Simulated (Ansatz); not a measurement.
# What CaSiS3 in R-3c, a phase reached by a soft mode distorts into

Wanted: the energy along a soft mode of CaSiS3 in R-3c, a phase reached by a soft mode and the structure at the end.

Program: Ansatz 0.2.0. Level of theory: DFT LDA, scalar-relativistic, plane waves, PAW; PAW set soft_1. Results are calculated unless marked as measured.

The structure was built from a prototype and need not be the compound's stable phase.

## Step 1: The structure

It takes space group R-3c (No. 167, trigonal). Conventional cell: a = 6.501 Å, b = 6.501 Å, c = 14.661 Å, α = 90.00°, β = 90.00°, γ = 120.00°. Ca has 9 S at 2.68 to 3.13 Å nearest. Nearest to Si lie 6 S at 2.31 Å. S has 2 Si at 2.31 Å and 3 Ca at 2.68 to 3.13 Å nearest. Farther neighbours and most contacts between anions are not listed.

## Step 2: Modes at Γ

This phase was reached earlier by freezing in an unstable mode of a structure of higher symmetry and relaxing. Its zone-centre modes can show that it is still unstable.

Contents of input.yaml:

```yaml
crystal:
  lattice:
    - [3.2503872302, 1.8766119423, 4.8869535632]
    - [-3.2503872302, 1.8766119423, 4.8869535632]
    - [0.0, -3.7532238846, 4.8869535632]
  atoms:
    - { symbol: Ca, position: [0.75, 0.75, 0.75] }
    - { symbol: Ca, position: [0.25, 0.25, 0.25] }
    - { symbol: Si, position: [0.5, 0.5, 0.5] }
    - { symbol: Si, position: [0.0, 0.0, 0.0] }
    - { symbol: S, position: [0.1621770971, 0.75, 0.3378229029] }
    - { symbol: S, position: [0.8378229029, 0.25, 0.6621770971] }
    - { symbol: S, position: [0.3378229029, 0.1621770971, 0.75] }
    - { symbol: S, position: [0.6621770971, 0.8378229029, 0.25] }
    - { symbol: S, position: [0.75, 0.3378229029, 0.1621770971] }
    - { symbol: S, position: [0.25, 0.6621770971, 0.8378229029] }
kpoints:
  mp_grid: { grid: [6, 6, 6] }
hamiltonian:
  xc: lda
  pseudopotentials: { kind: paw, azcp: { folder: soft_1 }, xc_functional: pbe }
scf:
  occupations: { method: fixed }
output:
  eigenvalues: true
phonons:
  method: dfpt
  dielectric: true
  rigid_motions: translations
```

Launch:

```sh
$ ansatz run input.yaml --threads 4 --pin off --max-ram 16384MiB --backend cpu --events-out ev --progress --plain --runs-dir out
```

Numbers of over 12 decimals in the logs are rounded to 6 here.

What it wrote:

```text
Engine: ansatz 0.2.0, aarch64-unknown-linux-gnu
Pseudopotentials: kind: paw
Pseudopotential: Ca, paw, valence charge 10, recommended cutoff 420 eV (normal), soft_1/Ca.paw.azcp
Pseudopotential: Si, paw, valence charge 4, recommended cutoff 420 eV (normal), soft_1/Si.paw.azcp
Pseudopotential: S, paw, valence charge 6, recommended cutoff 420 eV (normal), soft_1/S.paw.azcp
Functional definition: SPW92
  exchange = slater_x
  correlation = pw_c
Crystal: 10 atoms, lattice volume = 178.854 Å³
Basis set: ecut = 420 eV, 3497 PW (Γ), exchange–correlation on 96×96×96 points (8 copies of the dense FFT grid, shifted against one another)
Bands: 42, of which v1, the nominal top of the filled ones, is band 32 counted from 1 (31 counted from 0)
Symmetry: 12 space group operations
k-points: 112 of 216 (irreducible under 1 space group operation, time reversal used)
Non-local potential: Ca, projectors of the file, l = 0: 3, l = 1: 2, l = 2: 2
Non-local potential: Si, projectors of the file, l = 0: 2, l = 1: 2, l = 2: 1
Non-local potential: S, projectors of the file, l = 0: 2, l = 1: 2, l = 2: 1
PAW form: soft (Blöchl's): semilocal exchange-correlation on the pseudo side does not see the compensation charge
PAW frozen core: Ca, regenerated for the run's functional, and the local potential with it (the file was generated under x = pbe(κ = 0.804, μ = 0.219515), c = pbe(β = 0.066725))
PAW frozen core: Si, regenerated for the run's functional, and the local potential with it (the file was generated under x = pbe(κ = 0.804, μ = 0.219515), c = pbe(β = 0.066725))
PAW frozen core: S, regenerated for the run's functional, and the local potential with it (the file was generated under x = pbe(κ = 0.804, μ = 0.219515), c = pbe(β = 0.066725))
PAW one-centre angular grid: Ca, 110 points (default); XC on 64 Gauss nodes
PAW one-centre angular grid: Si, 110 points (default); XC on 64 Gauss nodes
PAW one-centre angular grid: S, 110 points (default); XC on 64 Gauss nodes
Initial density: superposition of atomic densities (chi_scale 0.1, normalization cell, long waves kept (reshape's long-wave potential 0.00 eV rms))
Initial wavefunctions: pseudopotential atomic-orbital guess
Functional: x = slater, c = lda
SCF iter   1: F=—  HF=-9994.174060 eV  |F-HF|=—  |Δ(HF+E_count)|=         —  Δρ=5.48e-2  dr2=1.25e1  ethr=3.10e-3  ⟨swp⟩=7.7  Hψ=23014  notcnv=0  defer=779
preconditioner: auto → Resta (q_TF=auto, 2.299 Å⁻¹)  ε∞=6.4  [insulator: Δε(μ)=0.396 eV  Ē_g=8.246 eV  n_scr=32 (ndim 8)  ℏωp=19.2 eV  f_vac=0.000  ε∞_Penn≈6.4]
SCF iter   2: F=—  HF=-9990.882593 eV  |F-HF|=—  |Δ(HF+E_count)|=    3.29e0  Δρ=2.25e-2  dr2=1.85e0  ethr=3.10e-3  ⟨swp⟩=4.9  Hψ=11857  notcnv=0  defer=848
SCF iter   3: F=—  HF=-9990.320119 eV  |F-HF|=—  |Δ(HF+E_count)|=   5.62e-1  Δρ=6.75e-3  dr2=1.18e-1  ethr=2.89e-3  ⟨swp⟩=3.1  Hψ=8459  notcnv=0  defer=886
SCF iter   4: F=—  HF=-9990.282183 eV  |F-HF|=—  |Δ(HF+E_count)|=   3.79e-2  Δρ=1.93e-3  dr2=8.61e-3  ethr=1.84e-4  ⟨swp⟩=3.3  Hψ=7567  notcnv=0  defer=896
SCF iter   5: F=—  HF=-9990.280450 eV  |F-HF|=—  |Δ(HF+E_count)|=   1.73e-3  Δρ=4.78e-4  dr2=4.13e-4  ethr=1.34e-5  ⟨swp⟩=3.3  Hψ=8495  notcnv=0  defer=896
SCF iter   6: F=—  HF=-9990.280425 eV  |F-HF|=—  |Δ(HF+E_count)|=   2.54e-5  Δρ=7.99e-5  dr2=1.15e-5  ethr=6.45e-7  ⟨swp⟩=2.3  Hψ=7449  notcnv=0  defer=896
SCF iter   7: F=—  HF=-9990.280425 eV  |F-HF|=—  |Δ(HF+E_count)|=   2.78e-9  Δρ=1.83e-5  dr2=5.94e-7  ethr=1.80e-8  ⟨swp⟩=2.2  Hψ=7380  notcnv=0  defer=893
SCF iter   8: F=—  HF=-9990.280514 eV  |F-HF|=—  |Δ(HF+E_count)|=   8.91e-5  Δρ=3.84e-6  dr2=1.84e-8  ethr=9.27e-10  ⟨swp⟩=2.3  Hψ=7985  notcnv=0  defer=889
SCF iter   9: F=—  HF=-9990.280514 eV  |F-HF|=—  |Δ(HF+E_count)|=   3.09e-9  Δρ=6.24e-7  dr2=7.68e-10  ethr=2.87e-11  ⟨swp⟩=2.1  Hψ=7741  notcnv=0  defer=888
SCF iter  10: F=-9990.280514 eV  HF=-9990.280514 eV  |F-HF|=7.28e-12  |Δ(HF+E_count)|=  5.82e-11  Δρ=9.98e-8  dr2=1.91e-11  ethr=1.00e-12  ⟨swp⟩=22.4  Hψ=44626  notcnv=0
SCF 1 converged in 10 iterations: F = -9990.280514 eV  dr2 = 1.91e-11
  greatest PAW one-centre occupation: 0.996 electrons in one spin orbital (limit 2), on the Ca atom at site 1 (counted from 0), in its partial waves of l = 0
NSCF: frozen V_eff on 6 k-points
DFPT response loops at Γ: preconditioner auto → Resta (q_TF=auto, 2.299 Å⁻¹)  ε∞=10.6 (no band partly filled); β = 1.00, the filter's whole step (`scf.mixing.beta` (0.50) is not read by the response loops at its default; to damp them type it under 1.00, their step now; it binds the ground state too); Broyden in place of MSR1
── the response to a field inside a basis, on 8×8×8 k-points: an SCF that follows is theirs, and a resumed run solves both again ──
Bands: 33, of which v1, the nominal top of the filled ones, is band 32 counted from 1 (31 counted from 0)
k-points: 60 of 512
Initial density: handed on by an earlier stage of this run
Initial wavefunctions: pseudopotential atomic-orbital guess (no wavefunctions were taken with the density)
Eigensolver: Dense (60 Hₖ)
SCF iter   1: F=—  HF=-9990.215331 eV  |F-HF|=—  |Δ(HF+E_count)|=         —  Δρ=1.56e-4  dr2=1.66e-5  ethr=1.00e-1
preconditioner: auto → Resta (q_TF=auto, 2.299 Å⁻¹)  ε∞=5.9  [insulator: Δε(μ)=0.588 eV  Ē_g=9.741 eV  n_scr=32 (ndim 8)  ℏωp=21.5 eV  f_vac=0.000  ε∞_Penn≈5.9]
SCF iter   2: F=—  HF=-9990.215332 eV  |F-HF|=—  |Δ(HF+E_count)|=   1.62e-6  Δρ=8.72e-5  dr2=5.76e-6  ethr=2.59e-8
SCF iter   3: F=-9990.215333 eV  HF=-9990.215333 eV  |F-HF|=5.85e-9  |Δ(HF+E_count)|=   9.04e-7  Δρ=5.72e-6  dr2=6.33e-8  ethr=9.00e-9
SCF 1 converged in 3 iterations: F = -9990.215333 eV  dr2 = 6.33e-8
  greatest PAW one-centre occupation: 0.995 electrons in one spin orbital (limit 2), on the Ca atom at site 0 (counted from 0), in its partial waves of l = 0
DFPT response loops at Γ: preconditioner auto → Resta (q_TF=auto, 2.299 Å⁻¹)  ε∞=10.1 (no band partly filled); β = 1.00, the filter's whole step (`scf.mixing.beta` (0.50) is not read by the response loops at its default; to damp them type it under 1.00, their step now; it binds the ground state too); Broyden in place of MSR1
WARN: field response: ε∞ stands inside a basis, on 8×8×8 points; the force constants stand on the 6×6×6 k-mesh, whose period is 13.03 times the interband length at k = (0.0000, 0.0000, 0.0000), direct gap 0.647 eV, under 14: take them and everything formed from them as unconverged, and compare with a denser kpoints.mp_grid
SCF converged after 10 iterations
Free energy (F): -9990.280514 eV
Harris-Foulkes:  -9990.280514 eV  (|F-HF|=7.28e-12)
Internal energy: -9990.280514 eV  (E = F + TS)
E sigma→0 (E₀):  -9990.280514 eV
Fermi energy:    8.185440 eV
--- Per-component energies (eV) ---
  E_band       = -166.155374
  E_kinetic    = 1244.129330
  E_local      = -1943.525684  (includes V_loc(G=0)·N_el)
  E_nonlocal   = 443.244004
  E_hartree    = 611.805183
  E_xc         = -902.399367
  E_vxc        = -921.276471  (∫ρ·V_xc dr)
  E_paw        = -6076.725019  (= ΣΔE_a)
  E_vpaw       = -212.336987  (= ΣTr[D̂ρ^β])
  E_aug_tail   = 0.000060  (compensation charges beyond the density's cutoff)
  E_ewald      = -3368.463200
  E_core_change = 1.654180  (= ΣΔE_core)
  E_smearing   = -0.000000  (= −TS)
  E_closure    = 0.000000  (closes the sum)
  Σ components = -9990.280514   (vs F -9990.280514, Δ=0.00e0)
--- Band table (eV; the first three rows and the last of 112) ---
  k-point 0: bands = [... 28 lower, 7.2085, 7.5983, 7.5983, 8.1854, 8.8329, 10.4992, 11.1724, 11.1724, ... 6 higher]
  k-point 1: bands = [... 28 lower, 7.1528, 7.6809, 7.7012, 8.0297, 8.8160, 10.5851, 10.9316, 11.1491, ... 6 higher]
  k-point 2: bands = [... 28 lower, 7.0170, 7.4179, 7.7864, 7.9067, 8.8042, 9.7999, 11.4019, 11.5681, ... 6 higher]
  k-point 111: bands = [... 28 lower, 6.8252, 6.8252, 6.8252, 6.8252, 9.2208, 9.2208, 12.0205, 12.0205, ... 6 higher]
--- Phonons (Γ-DFPT): 6 representative perturbations + reference, on 112 of 216 k-points (Σ response iterations 18) ---
  k mesh reduced under 1 symmetry operation, with k and −k counted as one. Each operation leaves every solved perturbation unchanged. A smaller set is not considered because the run solves the response to a homogeneous field
  ASR residual: 9.868e-5 → 0.000e0 eV/Å²; symmetrization residual: 5.836e-6 eV/Å²
  ASR residual per site (eV/Å²): 9.87e-5 9.87e-5 1.47e-5 1.47e-5 5.64e-5 5.64e-5 6.04e-5 6.04e-5 5.64e-5 5.64e-5
  Γ frequencies (cm⁻¹): -76.91 -76.91 -70.23 0.00 0.00 0.00 37.74 82.67 82.67 126.22 131.22 131.22 132.08 169.40 169.40 241.22 252.37 252.37 265.69 265.69 277.31 291.74 328.65 328.65 363.79 367.30 367.43 367.43 385.22 385.22
  ε∞ (high-frequency dielectric tensor):
       11.131594     0.000000     0.000000
       -0.000000    11.131594    -0.000000
        0.000000    -0.000000    15.671159
  softest optical mode at Γ: -76.91 cm⁻¹; the repairs (sum rule, projections) moved no ω² at Γ by more than (1.55 cm⁻¹)²
  Born effective charges Z* (e; rows j = field, columns β = displacement):
    site 0:
         2.62356   -0.00000   -0.00000
        -0.00000    2.62356   -0.00000
        -0.00000   -0.00000    2.46547
    site 1:
         2.62356   -0.00000   -0.00000
        -0.00000    2.62356   -0.00000
         0.00000   -0.00000    2.46547
    site 2:
         4.84037    1.29435    0.00000
        -1.29435    4.84037    0.00000
         0.00000    0.00000    4.22269
    site 3:
         4.84037   -1.29435   -0.00000
         1.29435    4.84037   -0.00000
        -0.00000    0.00000    4.22269
    site 4:
        -2.52326    0.06112   -0.39861
         0.06112   -2.45269    0.23014
        -0.82282    0.47505   -2.22939
    site 5:
        -2.52326    0.06112   -0.39861
         0.06112   -2.45269    0.23014
        -0.82282    0.47505   -2.22939
    site 6:
        -2.41740   -0.00000    0.00000
         0.00000   -2.55855   -0.46027
        -0.00000   -0.95011   -2.22939
    site 7:
        -2.41740   -0.00000   -0.00000
         0.00000   -2.55855   -0.46027
         0.00000   -0.95011   -2.22939
    site 8:
        -2.52326   -0.06112    0.39861
        -0.06112   -2.45269    0.23014
         0.82282    0.47505   -2.22939
    site 9:
        -2.52326   -0.06112    0.39861
        -0.06112   -2.45269    0.23014
         0.82282    0.47505   -2.22939
  Z* charge neutrality: 9.006e-3 e pre-enforcement
  solved inside a basis spanned on kpoints, on 8×8×8 k-points, its susceptibility summed on 10×10×10: ε∞ is read to err by 7.7e-2, Z* by 4.1e-2 e (field_mesh: kpoints solves on kpoints); Z* is corrected for what the basis lacks
  optical modes at Γ without the LO–TO term, one row a degenerate level:
      ω (cm⁻¹)  modes    IR ((D/Å)²/amu)
        -76.91      2            28.4178
        -70.23      1            26.6973
         37.74      1             0.0000
         82.67      2             0.0000
        126.22      1             6.6784
        131.22      2            24.9523
        132.08      1             0.0000
[...]
optical modes at Γ + LO–TO along q̂ = [1.0000, 0.0000, 0.0000]:
      ω (cm⁻¹)  modes    IR ((D/Å)²/amu)
[...]
optical modes at Γ + LO–TO along q̂ = [0.0000, 1.0000, 0.0000]:
      ω (cm⁻¹)  modes    IR ((D/Å)²/amu)
[...]
optical modes at Γ + LO–TO along q̂ = [0.0000, 0.0000, 1.0000]:
      ω (cm⁻¹)  modes    IR ((D/Å)²/amu)
[...]
152.85      1            10.5214
        169.40      2             0.0000
        241.22      1             0.0000
        252.37      2             0.0000
        265.69      2            72.4292
        291.74      1             0.0000
        324.44      1            45.2109
        328.65      2             0.0000
        363.79      1             0.0000
        367.30      1             0.0000
        367.43      2            20.1652
        385.22      2             6.7845
```

It took 4.8 min on 4 threads of Arm Neoverse V1, shared host; peak memory 3.2 GiB; 19 min of CPU time.

Reading the cycles: dr2 is the Hartree energy of the density residual (eV), the measure of convergence; HF is the Harris–Foulkes estimate of the energy, which meets the free energy F at convergence.

This step gave:

| Item | Value |
| --- | --- |
| gap on the k-mesh | 0.5368 eV |
| volume per atom | 17.89 Å³ |
| sum-rule residual before enforcement | 9.87e-5 eV/Å² |
| miss of the charge sum rule | 0.009006 e |
| estimated error of the dielectric tensor | 0.07654 |
| estimated error of the Born charges | 0.04126 e |
| point group | -3m |
| highest optical mode at the zone centre (no LO-TO term) | 385.2 cm⁻¹ |
| lowest optical zone-centre mode | -76.91 cm⁻¹ |
| mean high-frequency dielectric constant | 12.64 |
| largest Born charge (third of the trace) | 4.635 e |
| top of the zone-centre spectrum with the field | 414.8 cm⁻¹ |

Patterns of degenerate modes are one choice out of their space. Modes at Γ, with each element's share of the kinetic energy (negative means imaginary):

```tsv
mode	frequency (cm⁻¹)	symmetry	Ca %	Si %	S %
1	-76.9	Eu	4	11	85
2	-76.9	Eu	4	11	85
3	-70.2	A2u	53	4	42
4	0.0	acoustic	24	17	59
5	0.0	acoustic	24	17	59
6	0.0	acoustic	24	17	59
7	37.7	A2g	100	0	0
8	82.7	Eg	11	0	89
9	82.7	Eg	11	0	89
10	126.2	A2u	22	59	19
11	131.2	Eu	25	59	17
12	131.2	Eu	25	59	17
13	132.1	A2g	0	0	100
14	169.4	Eg	67	0	33
15	169.4	Eg	67	0	33
16	241.2	A1g	0	0	100
17	252.4	Eg	4	0	96
18	252.4	Eg	4	0	96
19	265.7	Eu	42	17	41
20	265.7	Eu	42	17	41
21	277.3	A2u	0	20	80
22	291.7	A1u	0	9	91
23	328.6	Eg	18	0	82
24	328.6	Eg	18	0	82
25	363.8	A1u	0	91	9
26	367.3	A2g	0	0	100
27	367.4	Eu	2	30	69
28	367.4	Eu	2	30	69
29	385.2	Eu	3	67	30
30	385.2	Eu	3	67	30
```

Displacements in mode 1 (-76.9 cm⁻¹), the largest set to 1:
```
Ca1 -0.04  0.30  0.00
Ca2 -0.04  0.30  0.00
Si3 -0.26  0.52  0.00
Si4  0.12  0.57  0.00
S5   0.43 -0.12 -0.62
S6   0.43 -0.12 -0.62
S7  -0.02 -0.71  1.00
S8  -0.02 -0.71  1.00
S9  -0.30 -0.02 -0.38
S10 -0.30 -0.02 -0.38
```

Displacements in mode 29 (385.2 cm⁻¹), the largest set to 1:
```
Ca1 -0.18  0.00  0.00
Ca2 -0.18  0.00  0.00
Si3 -0.32  1.00  0.00
Si4 -0.32 -1.00  0.00
S5   0.01  0.28 -0.13
S6   0.01  0.28 -0.13
S7   0.49  0.00  0.00
S8   0.49  0.00  0.00
S9   0.01 -0.28  0.13
S10  0.01 -0.28  0.13
```

Before it was imposed, the acoustic sum rule was missed by 9.9e-5 eV/Å² and the charge sum rule by 0.0090 e. Small misses are needed for a sound result but don't prove that mesh and cutoff are converged. The lowest optical mode is imaginary, 76.9i cm⁻¹, so the energy falls along it.

The log warns of the k mesh: “the force constants stand on the 6×6×6 k-mesh, whose period is 13.03 times the interband length at k = (0.0000, 0.0000, 0.0000), direct gap 0.647 eV, under 14: take them and everything formed from them as unconverged”.

## Step 3: The mode frozen in, largest atomic shift 0 Å

The mode followed lies at Γ with frequency 76.9i cm⁻¹ and is 2-fold degenerate, the softest among the wavevectors solved. At small amplitude the distorted cell has space group no. 9 by a symmetry search on the positions. The undistorted cell that holds it gives the zero of energy on the same k mesh.

input.yaml, as its differences from that of step 2:

```diff
@@ -22,8 +22,6 @@
 scf:
-  occupations: { method: fixed }
+  occupations: { method: gaussian, width: 0.02 }
 output:
+  forces: true
+  stress: true
   eigenvalues: true
-phonons:
-  method: dfpt
-  dielectric: true
-  rigid_motions: translations
```

What it wrote:

```text
[...]
Crystal: 10 atoms, lattice volume = 178.854 Å³
Basis set: ecut = 420 eV, 3497 PW (Γ)
Bands: 42, of which v1, the nominal top of the filled ones, is band 32 counted from 1 (31 counted from 0)
Symmetry: 12 space group operations
[...]
k-points: 32 of 216
[...]
k-point 0: bands = [... 28 lower, 7.2085, 7.5983, 7.5983, 8.1854, 8.8329, 10.4992, 11.1725, 11.1725, ... 5 higher]
  k-point 1: bands = [... 28 lower, 7.1528, 7.6809, 7.7012, 8.0297, 8.8160, 10.5851, 10.9316, 11.1491, ... 5 higher]
  k-point 2: bands = [... 28 lower, 7.0170, 7.4179, 7.7864, 7.9067, 8.8042, 9.7999, 11.4019, 11.5681, ... 5 higher]
  k-point 31: bands = [... 28 lower, 6.8252, 6.8252, 6.8252, 6.8252, 9.2208, 9.2208, 12.0205, 12.0205, ... 5 higher]
[key lines of the parts left out:]
SCF converged after 8 iterations
Free energy (F): -9990.280513 eV
Fermi energy:    8.453192 eV
P = ⅓ Tr σ = 0.0035 GPa (0.035 kbar)
```

The job ended after 4.6 s (4 threads; peak memory 0.56 GiB).

Numbers from this step:

```
pressure                         : 0.003502 GPa
gap on the k-mesh                : 0.5369 eV
energy from the undistorted cell : 0 meV/atom
```

At this level the gap is 0.54 eV on the k-mesh of the self-consistent run, which can miss the band edges.

## Step 4: The mode frozen in, largest atomic shift 0.22 Å

The atoms are moved along the unstable eigenvector, the largest shift by 0.22 Å, with the cell fixed.

input.yaml, the sections that differ from step 3:

```yaml
crystal:
  lattice:
    - [3.2503872302, 1.8766119423, 4.8869535632]
    - [-3.2503872302, 1.8766119423, 4.8869535632]
    - [0.0, -3.7532238846, 4.8869535632]
  atoms:
    - { symbol: Ca, position: [0.7594460531, 0.7452769734, 0.7452769734] }
    - { symbol: Ca, position: [0.2594460531, 0.2452769734, 0.2452769734] }
    - { symbol: Si, position: [0.5172607945, 0.4966840098, 0.4860551957] }
    - { symbol: Si, position: [0.0172607945, -0.0139448043, -0.0033159902] }
    - { symbol: S, position: [0.1661063948, 0.7673938693, 0.3348926837] }
    - { symbol: S, position: [0.8417522006, 0.2673938693, 0.6592468778] }
    - { symbol: S, position: [0.3417522006, 0.1592468778, 0.7673938693] }
    - { symbol: S, position: [0.6661063948, 0.8348926837, 0.2673938693] }
    - { symbol: S, position: [0.7152122614, 0.3368238245, 0.1611780186] }
    - { symbol: S, position: [0.2152122614, 0.6611780186, 0.8368238245] }
# kpoints, hamiltonian, scf, output: as in step 3
```

What it wrote:

```text
[...]
Crystal: 10 atoms, lattice volume = 178.854 Å³
Basis set: ecut = 420 eV, 3497 PW (Γ)
Bands: 42, of which v1, the nominal top of the filled ones, is band 32 counted from 1 (31 counted from 0)
Symmetry: 2 space group operations
[...]
k-points: 68 of 216 (time reversal used)
[...]
k-point 0: bands = [... 28 lower, 7.2041, 7.4558, 7.5923, 8.0236, 8.9450, 10.6573, 11.1673, 11.2144, ... 5 higher]
  k-point 1: bands = [... 28 lower, 7.2155, 7.4728, 7.6545, 7.9376, 8.9096, 10.6118, 10.9482, 11.2499, ... 5 higher]
  k-point 2: bands = [... 28 lower, 7.0308, 7.3405, 7.6324, 7.9028, 8.8466, 9.8211, 11.2984, 11.6182, ... 5 higher]
  k-point 67: bands = [... 28 lower, 6.8297, 6.8297, 6.8608, 6.8608, 9.1762, 9.1762, 11.9418, 11.9418, ... 5 higher]
[key lines of the parts left out:]
SCF converged after 9 iterations
Free energy (F): -9990.311885 eV
Fermi energy:    8.394327 eV
P = ⅓ Tr σ = 0.5422 GPa (5.422 kbar)
```

Wall time 15 s (4 threads); peak memory 0.67 GiB.

This step gave:

| Quantity | Value |
| --- | --- |
| pressure | 0.5422 GPa |
| gap on the k-mesh | 0.7423 eV |
| energy from the undistorted cell | -3.137 meV/atom |

The energy, extrapolated to zero smearing, is -3.14 meV/atom against the undistorted cell.

The run ends at a pressure of 0.54 GPa, with forces up to 0.076 eV/Å.

(Continued in part 2 of 3.)

[Logs are printed without paths, hosts, clocks, repeated set-up lines and the standing remarks that a program may print on its own settings, such as how far it seeks lower states.]

[Hosts, paths, dates, database ids (printed as entryN), source tags and the programs' standing remarks are cut or masked in the printed files.]
